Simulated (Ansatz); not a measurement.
## SrCuS2: relaxing a made-up structure

Starting from a made-up structure for SrCuS2, the aim is the relaxed cell, its shortest contacts and, where a second run follows, its electronic structure.

Method: DFT, PBEsol, plane-wave PAW, files of the set soft_1, scalar-relativistic, ferromagnetic start, cell and ions relaxed at zero pressure; PAW set soft_1, in Ansatz 0.2.0.

**1. Set-up**

Symmetry: Cmcm, No. 63, orthorhombic system. The conventional cell has a = 4.249 Å, b = 19.749 Å, c = 4.677 Å, α = 90.00°, β = 90.00°, γ = 90.00°. Nearest to Sr lie 7 S at 3.05 to 3.17 Å. Nearest to Cu lie 4 S at 2.22 to 2.35 Å. Nearest to S lie 1 Cu at 2.35 Å and 5 Sr at 3.05 to 3.17 Å. S has 3 Cu at 2.22 to 2.35 Å and 2 Sr at 3.10 Å nearest. Farther neighbours and most contacts between anions are not listed.

**2. Relaxing cell and atoms**

The guess takes its coordinates from another compound and its volume from a rule, so the cell and any free coordinates are relaxed together.

The input, input.yaml:

```yaml
crystal:
  lattice:
    - [2.1245, -9.8745, 0.0]
    - [2.1245, 9.8745, 0.0]
    - [0.0, 0.0, 4.677]
  atoms:
    - { symbol: Sr, position: [0.3341, 0.6659, 0.75] }
    - { symbol: Sr, position: [0.6659, 0.3341, 0.25] }
    - { symbol: Cu, position: [0.0606, 0.9394, 0.75], spin: 0.6 }
    - { symbol: Cu, position: [0.9394, 0.0606, 0.25], spin: 0.6 }
    - { symbol: S, position: [0.1796, 0.8204, 0.75] }
    - { symbol: S, position: [0.8204, 0.1796, 0.25] }
    - { symbol: S, position: [0.9483, 0.0517, 0.75] }
    - { symbol: S, position: [0.0517, 0.9483, 0.25] }
magnetization:
  spin_polarized: true
kpoints:
  mp_grid: { grid: [7, 7, 6] }
scf:
  occupations: { method: fermi_dirac, width: 0.05 }
hamiltonian:
  xc: pbesol
  pseudopotentials: { kind: paw, azcp: { folder: soft_1 }, xc_functional: pbe }
relax:
  f_tol: 0.015
  max_steps: 70
  cell: {}
output:
  forces: true
  stress: true
```

Launch:

```console
$ ansatz run input.yaml --threads 4 --pin off --max-ram 10240MiB --backend cpu --events-out ev --progress --plain --runs-dir out
```

Numbers of over 12 decimals in the logs are rounded to 6 here.

Log:

```text
basis.fft_grid_basis auto: the FFT boxes are laid along the combinations [[1, 1, 0], [0, 1, 0], [0, 0, 1]] of the cell's own vectors, 4.249, 10.100 and 4.677 Å long. The dense box has 30×72×32 points. Along the cell's own vectors, as sized, it would have 72×72×32, 2.40 times as many. Of the 8 symmetry operations that the crystal satisfies within crystal.symmetry.tolerance (time reversal apart; of a slab, those that k [...]
Engine: ansatz 0.2.0, aarch64-unknown-linux-gnu
Pseudopotentials: kind: paw
Pseudopotential: Sr, paw, valence charge 10, recommended cutoff 420 eV (normal), soft_1/Sr.paw.azcp
Pseudopotential: Cu, paw, valence charge 19, recommended cutoff 420 eV (normal), soft_1/Cu.paw.azcp
Pseudopotential: S, paw, valence charge 6, recommended cutoff 420 eV (normal), soft_1/S.paw.azcp
Functional definition: PBEsol
  exchange = pbesol_x
  correlation = pbesol_c
Crystal: 8 atoms, lattice volume = 196.232 Å³
Basis set: ecut = 420 eV, 3837 PW (Γ), FFT grids on a1+a2, a2, a3, exchange–correlation on 60×144×64 points (8 copies of the dense FFT grid, shifted against one another)
Bands: 50, of which v1, the nominal top of the filled ones, is band 41 counted from 1 (40 counted from 0)
Symmetry: 8 space group operations
Space group: Cmcm (ITA 63), of the structure as read, at distance tolerance 5.8e-5 Å
Magnetic group: BNS 63.457 (UNI 555), of the structure as read, at distance tolerance 5.8e-5 Å
k-points: 64 of 294
Non-local potential: Sr, projectors of the file, l = 0: 3, l = 1: 2, l = 2: 2
Non-local potential: Cu, projectors of the file, l = 0: 3, l = 1: 2, l = 2: 3, l = 3: 1
Non-local potential: S, projectors of the file, l = 0: 2, l = 1: 2, l = 2: 1
PAW form: soft (Blöchl's): semilocal exchange-correlation on the pseudo side does not see the compensation charge
PAW frozen core: Sr, regenerated for the run's functional, and the local potential with it (the file was generated under x = pbe(κ = 0.804, μ = 0.219515), c = pbe(β = 0.066725))
PAW frozen core: Cu, regenerated for the run's functional, and the local potential with it (the file was generated under x = pbe(κ = 0.804, μ = 0.219515), c = pbe(β = 0.066725))
PAW frozen core: S, regenerated for the run's functional, and the local potential with it (the file was generated under x = pbe(κ = 0.804, μ = 0.219515), c = pbe(β = 0.066725))
PAW one-centre angular grid: Sr, 110 points (default); XC on 64 Gauss nodes
PAW one-centre angular grid: Cu, 590 points (default); XC on 64 Gauss nodes
PAW one-centre angular grid: S, 110 points (default); XC on 64 Gauss nodes
Initial density: superposition of atomic densities (chi_scale 0.1, normalization cell, long waves kept (reshape's long-wave potential 0.70 eV rms))
Starting moments: Σ|m| = 1.2 μB on 2 of 8 sites
Initial wavefunctions: pseudopotential atomic-orbital guess
Functional: x = pbesol(κ = 0.804, μ = 0.123457), c = pbesol(β = 0.046)
SCF iter   1: F=—  HF=-23726.301460 eV  |F-HF|=—  |Δ(HF+E_count)|=         —  Δρ=2.69e-1 (↑1.72e-1 ↓2.69e-1)  dr2=5.19e2  dr2_m=4.43e0  M=3.215 μB ∫|m|=3.387 μB  β_m=1.00  ethr=3.10e-3  ⟨swp⟩=13.4  Hψ=40486  notcnv=0
preconditioner: auto → Kerker (q_TF=auto, 2.359 Å⁻¹)  [metal: Δε(μ)=0.001 eV  Ē_g=5.782 eV  σ=0.050 eV  W_gap=0.00  n_scr=48 (ndim 8)  ℏωp=18.7 eV  f_vac=0.014  D(μ)=17.10/eV (n_scr^D=194)]
spin=Collinear: Kerker preconditioning applied to the charge; magnetization (m = ρ↑ − ρ↓) channel mixes plain (no charge-response kernel on spin).
SCF iter   2: F=—  HF=-23732.376008 eV  |F-HF|=—  |Δ(HF+E_count)|=    6.07e0  Δρ=1.95e-1 (↑4.84e-2 ↓1.95e-1)  dr2=5.98e1  dr2_m=1.13e1  M=0.126 μB ∫|m|=0.166 μB  β_m=0.30  ethr=3.10e-3  ⟨swp⟩=5.2  Hψ=21530  notcnv=0
SCF iter   3: F=—  HF=-23712.355148 eV  |F-HF|=—  |Δ(HF+E_count)|=    2.00e1  Δρ=9.58e-2 (↑2.02e-2 ↓9.58e-2)  dr2=1.24e1  dr2_m=5.08e0  M=0.047 μB ∫|m|=0.194 μB  β_m=0.30  ethr=3.10e-3  ⟨swp⟩=4.0  Hψ=18400  notcnv=0  defer=363
SCF iter   4: F=—  HF=-23712.658790 eV  |F-HF|=—  |Δ(HF+E_count)|=   3.04e-1  Δρ=7.66e-2 (↑7.66e-2 ↓1.36e-2)  dr2=1.43e1  dr2_m=2.27e0  M=0.034 μB ∫|m|=0.318 μB  β_m=0.30  ethr=3.10e-3  ⟨swp⟩=4.0  Hψ=16239  notcnv=0  defer=345
SCF iter   5: F=—  HF=-23710.956633 eV  |F-HF|=—  |Δ(HF+E_count)|=    1.70e0  Δρ=4.64e-2 (↑1.13e-2 ↓4.64e-2)  dr2=3.07e0  dr2_m=1.37e0  M=0.025 μB ∫|m|=0.139 μB  β_m=0.30  ethr=3.10e-3  ⟨swp⟩=3.9  Hψ=15599  notcnv=0  defer=279
SCF iter   6: F=—  HF=-23710.655938 eV  |F-HF|=—  |Δ(HF+E_count)|=   3.01e-1  Δρ=2.68e-2 (↑1.40e-2 ↓2.68e-2)  dr2=9.91e-1  dr2_m=7.07e-1  M=0.018 μB ∫|m|=0.114 μB  β_m=0.30  ethr=3.10e-3  ⟨swp⟩=3.1  Hψ=10474  notcnv=0  defer=320
SCF iter   7: F=—  HF=-23710.474783 eV  |F-HF|=—  |Δ(HF+E_count)|=   1.81e-1  Δρ=1.56e-2 (↑1.56e-2 ↓1.34e-2)  dr2=1.54e-1  dr2_m=3.69e-1  M=0.010 μB ∫|m|=0.092 μB  β_m=0.30  ethr=1.21e-3  ⟨swp⟩=4.2  Hψ=10226  notcnv=0  defer=326
Mixer restart at iter 7: flushing history
spin-set hold released at iteration 7 (site moments contracting): the magnetisation degrees of freedom join the quasi-Newton model from the next iteration; the mixer history was flushed
SCF iter   8: F=—  HF=-23710.482167 eV  |F-HF|=—  |Δ(HF+E_count)|=   7.38e-3  Δρ=1.64e-2 (↑1.64e-2 ↓5.04e-3)  dr2=3.14e-1  dr2_m=1.93e-1  M=0.006 μB ∫|m|=0.074 μB  β_m=0.56  ethr=1.88e-4  ⟨swp⟩=2.5  Hψ=11965  notcnv=0  defer=319
SCF iter   9: F=—  HF=-23710.521535 eV  |F-HF|=—  |Δ(HF+E_count)|=   3.94e-2  Δρ=8.23e-3 (↑1.72e-3 ↓8.23e-3)  dr2=1.44e-1  dr2_m=3.57e-2  M=0.004 μB ∫|m|=0.035 μB  β_m=0.60  ethr=1.88e-4  ⟨swp⟩=2.5  Hψ=11122  notcnv=0  defer=316
SCF iter  10: F=—  HF=-23710.482386 eV  |F-HF|=—  |Δ(HF+E_count)|=   3.91e-2  Δρ=9.54e-4 (↑8.36e-4 ↓9.54e-4)  dr2=6.11e-2  dr2_m=3.10e-5  M=0.000 μB ∫|m|=0.008 μB  β_m=0.80  ethr=1.75e-4  ⟨swp⟩=2.1  Hψ=11727  notcnv=0  defer=316
SCF iter  11: F=—  HF=-23710.478867 eV  |F-HF|=—  |Δ(HF+E_count)|=   3.52e-3  Δρ=7.64e-4 (↑7.64e-4 ↓5.12e-4)  dr2=2.52e-2  dr2_m=1.53e-4  M=0.000 μB ∫|m|=0.002 μB  β_m=0.82  ethr=7.45e-5  ⟨swp⟩=2.5  Hψ=7054  notcnv=0  defer=316
SCF iter  12: F=—  HF=-23710.475679 eV  |F-HF|=—  |Δ(HF+E_count)|=   3.19e-3  Δρ=1.17e-3 (↑7.26e-4 ↓1.17e-3)  dr2=7.92e-3  dr2_m=9.83e-5  M=-0.000 μB ∫|m|=0.005 μB  β_m=0.91  ethr=3.08e-5  ⟨swp⟩=2.8  Hψ=8905  notcnv=0  defer=316
SCF iter  13: F=—  HF=-23710.475474 eV  |F-HF|=—  |Δ(HF+E_count)|=   2.05e-4  Δρ=2.30e-4 (↑9.49e-5 ↓2.30e-4)  dr2=2.74e-4  dr2_m=1.10e-5  M=-0.000 μB ∫|m|=0.002 μB  β_m=0.87  ethr=9.66e-6  ⟨swp⟩=2.6  Hψ=9104  notcnv=0  defer=316
[...]
SCF 3 converged in 7 iterations: F = -23710.780077 eV  dr2 = 1.02e-7
relax step   3: F+E_penalty+E_count = -23710.78007738 eV  Δ(F+E_penalty+E_count) = -4.087e-2 eV  max|allowed force component| = 1.806e-1 eV/Å  Δτ_max = 0.0588 Å  P = +0.400 GPa  Ω = 178.355 Å³  energy of the carried Pulay correction = +2.890e-3 eV  (7 SCF iters, dr2 threshold 8.00e-7 eV, accepted)
[...]
relax step   4: F+E_penalty+E_count = -23710.78814251 eV  Δ(F+E_penalty+E_count) = -8.065e-3 eV  max|allowed force component| = 3.501e-2 eV/Å  Δτ_max = 0.0297 Å  P = -0.013 GPa  Ω = 178.826 Å³  energy of the carried Pulay correction = +2.811e-3 eV  (8 SCF iters, dr2 threshold 8.00e-7 eV, accepted)
[...]
relax step   5: F+E_penalty+E_count = -23710.78867468 eV  Δ(F+E_penalty+E_count) = -5.322e-4 eV  max|allowed force component| = 2.469e-3 eV/Å  Δτ_max = 0.0073 Å  P = -0.022 GPa  Ω = 178.675 Å³  energy of the carried Pulay correction = +2.836e-3 eV  (7 SCF iters, dr2 threshold 7.66e-8 eV, accepted)
Initial wavefunctions: pseudopotential atomic-orbital guess (no wavefunctions were taken with the density)
iter 1 solved again at ethr=2.52e-6 eV; its pass at ethr=3.10e-3 eV (dr2=2.07e-3 eV) is discarded
SCF iter   1: F=—  HF=-23710.785861 eV  |F-HF|=—  |Δ(HF+E_count)|=         —  Δρ=4.05e-5 (↑4.04e-5 ↓4.05e-5)  dr2=2.71e-6  dr2_m=1.59e-11  M=-0.000 μB ∫|m|=0.000 μB  β_m=0.30  ethr=2.52e-6  ⟨swp⟩=4.5  Hψ=55203  notcnv=0
eigensolver tolerance schedule: the retry pair's looser diagonalisation over-reported the residual by 763.06 of it (diagonalisation noise at 1.64 of the residual, at the tolerance the schedule requests for it); recorded, not acted on — ethr = c·dr2/N_el stays at c = 1.0e-1
preconditioner: auto → Resta (q_TF=auto, 2.396 Å⁻¹)  ε∞=5.2  [insulator: Δε(μ)=0.191 eV  Ē_g=10.664 eV  σ=0.050 eV  W_gap=0.72  n_scr=44 (ndim 8)  ℏωp=21.9 eV  f_vac=0.037  D(μ)=1.22/eV (n_scr^D=2)  ε∞_Penn≈5.2]
spin=Collinear: Resta preconditioning applied to the charge; magnetization (m = ρ↑ − ρ↓) channel mixes plain (no charge-response kernel on spin).
SCF iter   2: F=—  HF=-23710.785865 eV  |F-HF|=—  |Δ(HF+E_count)|=   4.04e-6  Δρ=9.12e-5 (↑9.12e-5 ↓9.12e-5)  dr2=3.42e-5  dr2_m=7.78e-12  M=-0.000 μB ∫|m|=0.000 μB  β_m=0.53  ethr=3.30e-9  ⟨swp⟩=3.2  Hψ=14801  notcnv=0
SCF iter   3: F=—  HF=-23710.785868 eV  |F-HF|=—  |Δ(HF+E_count)|=   3.50e-6  Δρ=1.62e-5 (↑1.62e-5 ↓1.62e-5)  dr2=5.08e-7  dr2_m=1.83e-12  M=-0.000 μB ∫|m|=0.000 μB  β_m=0.69  ethr=3.30e-9  ⟨swp⟩=2.1  Hψ=11696  notcnv=0
SCF iter   4: F=—  HF=-23710.785866 eV  |F-HF|=—  |Δ(HF+E_count)|=   2.34e-6  Δρ=8.05e-6 (↑8.05e-6 ↓8.05e-6)  dr2=2.32e-7  dr2_m=4.52e-14  M=-0.000 μB ∫|m|=0.000 μB  β_m=0.82  ethr=6.19e-10  ⟨swp⟩=2.0  Hψ=11680  notcnv=0
SCF iter   5: F=—  HF=-23710.785866 eV  |F-HF|=—  |Δ(HF+E_count)|=   2.40e-7  Δρ=1.56e-6 (↑1.56e-6 ↓1.55e-6)  dr2=1.00e-8  dr2_m=9.93e-15  M=-0.000 μB ∫|m|=0.000 μB  β_m=0.91  ethr=2.83e-10  ⟨swp⟩=2.0  Hψ=9074  notcnv=0
SCF iter   6: F=—  HF=-23710.785866 eV  |F-HF|=—  |Δ(HF+E_count)|=   3.32e-9  Δρ=2.56e-7 (↑2.56e-7 ↓2.56e-7)  dr2=6.12e-10  dr2_m=9.54e-16  M=-0.000 μB ∫|m|=0.000 μB  β_m=0.92  ethr=1.22e-11  ⟨swp⟩=2.0  Hψ=9564  notcnv=0
SCF iter   7: F=—  HF=-23710.785866 eV  |F-HF|=—  |Δ(HF+E_count)|=  3.64e-11  Δρ=9.28e-8 (↑9.26e-8 ↓9.28e-8)  dr2=1.25e-10  dr2_m=8.52e-17  M=-0.000 μB ∫|m|=0.000 μB  β_m=0.96  ethr=1.00e-12  ⟨swp⟩=2.0  Hψ=8586  notcnv=0
SCF iter   8: F=-23710.785866 eV  HF=-23710.785866 eV  |F-HF|=7.28e-12  |Δ(HF+E_count)|=  5.46e-11  Δρ=2.85e-8 (↑2.85e-8 ↓2.85e-8)  dr2=1.38e-11  dr2_m=7.24e-18  M=-0.000 μB ∫|m|=0.000 μB  ethr=1.00e-12  ⟨swp⟩=4.9  Hψ=20657  notcnv=0
the starting moments were not kept: the SCF closed with an absolute magnetisation of 2.0e-9 μB, where they sum to 1.2 μB in size (2 sites). That is at most 0.1 of that sum. Measured as dr2_m measures the in/out step, that magnetisation stands 2.2e-19 eV from none, at or under the dr2_threshold of 8.0e-11 eV: it is no larger than a step whose dr2_m would equal this threshold.
SCF 6 converged in 8 iterations: F = -23710.785866 eV  dr2 = 1.38e-11
relax step   6: F+E_penalty+E_count = -23710.78586621 eV  Δ(F+E_penalty+E_count) = +2.808e-3 eV  max|allowed force component| = 2.463e-3 eV/Å  Δτ_max = 0.0000 Å  P = -0.022 GPa  Ω = 178.675 Å³  stress off target by 4.70e-2 GPa  SCF on the basis re-selected at this cell (its energy is not comparable with the rows above)  (8 SCF iters)
basis re-selected at this cell: Δ(F+E_penalty+E_count) = +2.808e-3 eV, ΔP = -0.001 GPa vs the last step (what re-selecting the basis moved, of the pressure what is left beyond the Pulay correction that the steps carried, after the strain that the cell walked since its last selection, with what the two solves' SCF thresholds leave and, on support functions, any second-order correction that the steps lacked; it is no m [...]
SCF converged after 8 iterations
Magnetization: -0.0000 μB (41.0000 up, 41.0000 down)
Absolute magnetization: 0.0000 μB (∫|ρ↑−ρ↓|, with the PAW one-centre terms)
Spin contamination: 0.0000 ħ² per cell (⟨S²⟩ above its minimum at these occupations)
Per-site moments (μB) at R_I (Å): [(4.3076866005083447e-11, 1.216029), (4.307692958517208e-11, 1.216029), (4.7469484207364465e-11, 0.909786), (4.7469164291856973e-11, 0.909786), (-4.2256189850817074e-11, 0.917413), (-4.2256194438578856e-11, 0.917413), (-1.816579488432265e-10, 0.909786), (-1.8165821269138087e-10, 0.909786)]
Free energy (F): -23710.785866 eV
Harris-Foulkes:  -23710.785866 eV  (|F-HF|=7.28e-12)
Internal energy: -23710.774050 eV  (E = F + TS)
E sigma→0 (E₀):  -23710.779958 eV
Entropy (-TS):   -0.011816 eV (-1.477 meV/atom)
Fermi energy:    7.643131 eV
--- Per-component energies (eV) ---
  E_band       = -1237.091314
  E_kinetic    = 1414.508870
  E_local      = -16194.636718  (includes V_loc(G=0)·N_el)
  E_nonlocal   = 2388.999436
  E_hartree    = 6788.156757
  E_xc         = -838.863473
  E_vxc        = -821.663229  (∫ρ·V_xc dr)
  E_paw        = -11204.629680  (= ΣΔE_a)
  E_vpaw       = -1600.615226  (= ΣTr[D̂ρ^β])
  E_aug_tail   = 0.001871  (compensation charges beyond the density's cutoff)
  E_ewald      = -6065.240011
  E_core_change = 0.928899  (= ΣΔE_core)
  E_smearing   = -0.011816  (= −TS)
  E_closure    = -0.000000  (closes the sum)
  Σ components = -23710.785866   (vs F -23710.785866, Δ=0.00e0)
--- Forces (eV/Å), atoms counted from 1 ---
  atom   1  Sr     0.00000000    -0.00237689     0.00000000
  atom   2  Sr     0.00000000     0.00237689     0.00000000
  atom   3  Cu     0.00000000     0.00039169     0.00000000
  atom   4  Cu     0.00000000    -0.00039169     0.00000000
  atom   5  S      0.00000000     0.00246253     0.00000000
  atom   6  S      0.00000000    -0.00246253     0.00000000
  atom   7  S      0.00000000    -0.00073913     0.00000000
  atom   8  S      0.00000000     0.00073913     0.00000000
  max |Σ_I F_I| component: 0.00e0 eV/Å
--- Stress (GPa, compression-positive) ---
       -0.046954       0.000000       0.000000
        0.000000       0.024312       0.000000
        0.000000       0.000000      -0.044167
  P = ⅓ Tr σ = -0.0223 GPa (-0.223 kbar)
--- Relaxed structure (5 steps of the walk, 5 accepted, 1 SCFs on fresh bases) ---
  F+E_penalty+E_count = -23710.78586621 eV   max|allowed force component| = 2.463e-3 eV/Å   (the final SCF, on the basis selected at the relaxed cell)
  cell:  # Å, volume = 178.6749 Å³
    - [2.053451, -9.570641, 0.0]
    - [2.053451, 9.570641, 0.0]
    - [0.0, 0.0, 4.545777]
  atoms:
    - { symbol: Sr, position: [0.334833, 0.665167, 0.750000] }
    - { symbol: Sr, position: [0.665167, 0.334833, 0.250000] }
    - { symbol: Cu, position: [0.064632, 0.935368, 0.750000] }
    - { symbol: Cu, position: [0.935368, 0.064632, 0.250000] }
    - { symbol: S, position: [0.180823, 0.819177, 0.750000] }
    - { symbol: S, position: [0.819177, 0.180823, 0.250000] }
    - { symbol: S, position: [0.949408, 0.050592, 0.750000] }
    - { symbol: S, position: [0.050592, 0.949408, 0.250000] }
```

Elapsed: 94 s, on 4 threads of Arm Neoverse V2, shared host; peak memory 1.1 GiB; 6.2 min of CPU time.

The steps of the relaxation:

```csv
step,energy less that of the first step (eV),largest force component (eV/Å),pressure (GPa),volume (Å³)
1,0.0000,0.5630,-4.64,196.23
2,-0.2636,0.5716,-0.63,178.50
3,-0.3045,0.1806,0.40,178.36
4,-0.3126,0.0350,-0.01,178.83
5,-0.3131,0.0025,-0.02,178.67
6*,-0.3103,0.0025,-0.02,178.67
```

Relaxation steps marked * repeat the geometry before them on a plane-wave basis chosen anew for their cell, so energy and pressure can jump there.

Forces are held to the 8 operations that the run works with; a distortion that breaks them can't arise in this run.

```csv
"conventional cell, symmetrised",before,after,change
a (Å),4.249,4.107,-3.3 %
b (Å),19.749,19.141,-3.1 %
c (Å),4.677,4.546,-2.8 %
volume (Å³/atom),24.53,22.33,-8.9 %
```

The atoms that moved most (Å, as changes of fractional coordinates times the final cell):

```
atom     dx      dy     dz  length
 Cu4  0.000   0.077  0.000   0.077
 Cu3  0.000  -0.077  0.000   0.077
  S6  0.000   0.023  0.000   0.023
  S5  0.000  -0.023  0.000   0.023
  S7  0.000  -0.021  0.000   0.021
  S8  0.000   0.021  0.000   0.021
 Sr1  0.000  -0.014  0.000   0.014
 Sr2  0.000   0.014  0.000   0.014
```

Final coordinates:

```xyz
8
Lattice="2.0535 -9.5706 0.0000 2.0535 9.5706 0.0000 0.0000 0.0000 4.5458" Properties=species:S:1:pos:R:3 pbc="T T T"
Sr    2.0535    3.1615    3.4093
Sr    2.0535   -3.1615    1.1364
Cu    2.0535    8.3335    3.4093
Cu    2.0535   -8.3335    1.1364
S     2.0535    6.1095    3.4093
S     2.0535   -6.1095    1.1364
S     2.0535   -8.6022    3.4093
S     2.0535    8.6022    1.1364
```

Numbers from this step:

* free energy: -23710.7859 eV
* energy at zero smearing: -23710.7800 eV
* smearing term TS: 0.01182 eV
* Fermi energy: 7.643 eV
* electrons: 82
* symmetry operations: 8
* pressure: -0.02227 GPa

The shortest distance of each pair, which need not be the same contact before and after:

| pair | guess (Å) | relaxed (Å) |
| --- | --- | --- |
| Cu–S | 2.218 | 2.206 |
| S–Sr | 3.051 | 2.948 |
| S–S | 3.105 | 2.986 |
| Cu–Cu | 3.346 | 3.360 |
| Cu–Sr | 3.782 | 3.617 |

The relaxation ends with a largest force component of 0.0025 eV/Å and a pressure of -0.02 GPa. No moment survives the cycle: this start ends non-magnetic.

**3. Summary of results**

- space group, relaxed: Cmcm
- conventional cell: a = 4.107, b = 19.141, c = 4.546 Å; α = 90.0°, β = 90.0°, γ = 90.0°
- volume per atom: 22.33 Å³ (guess 24.53)
- total moment: 0.00 μB in the cell of 8 atoms

What this shows: SrCuS2 relaxes to Cmcm with a = 4.107, b = 19.141 and c = 4.546 Å. The guessed volume was 10 % too large. The space group Cmcm was held in the relaxation, so the end point is a stationary structure within it and may be a saddle against distortions or other arrangements. The moments died out from this one start and weren't seeded again at the relaxed cell. Mesh and cutoff weren't tested. No dispersion term is used, so weakly bound directions may come out too long. Nothing here tests whether the compound is stable against decomposition.

[Logs are printed without paths, hosts, clocks, repeated set-up lines and the standing remarks that a program may print on its own settings, such as how far it seeks lower states.]

[Hosts, paths, dates, database ids (printed as entryN), source tags and the programs' standing remarks are cut or masked in the printed files.]
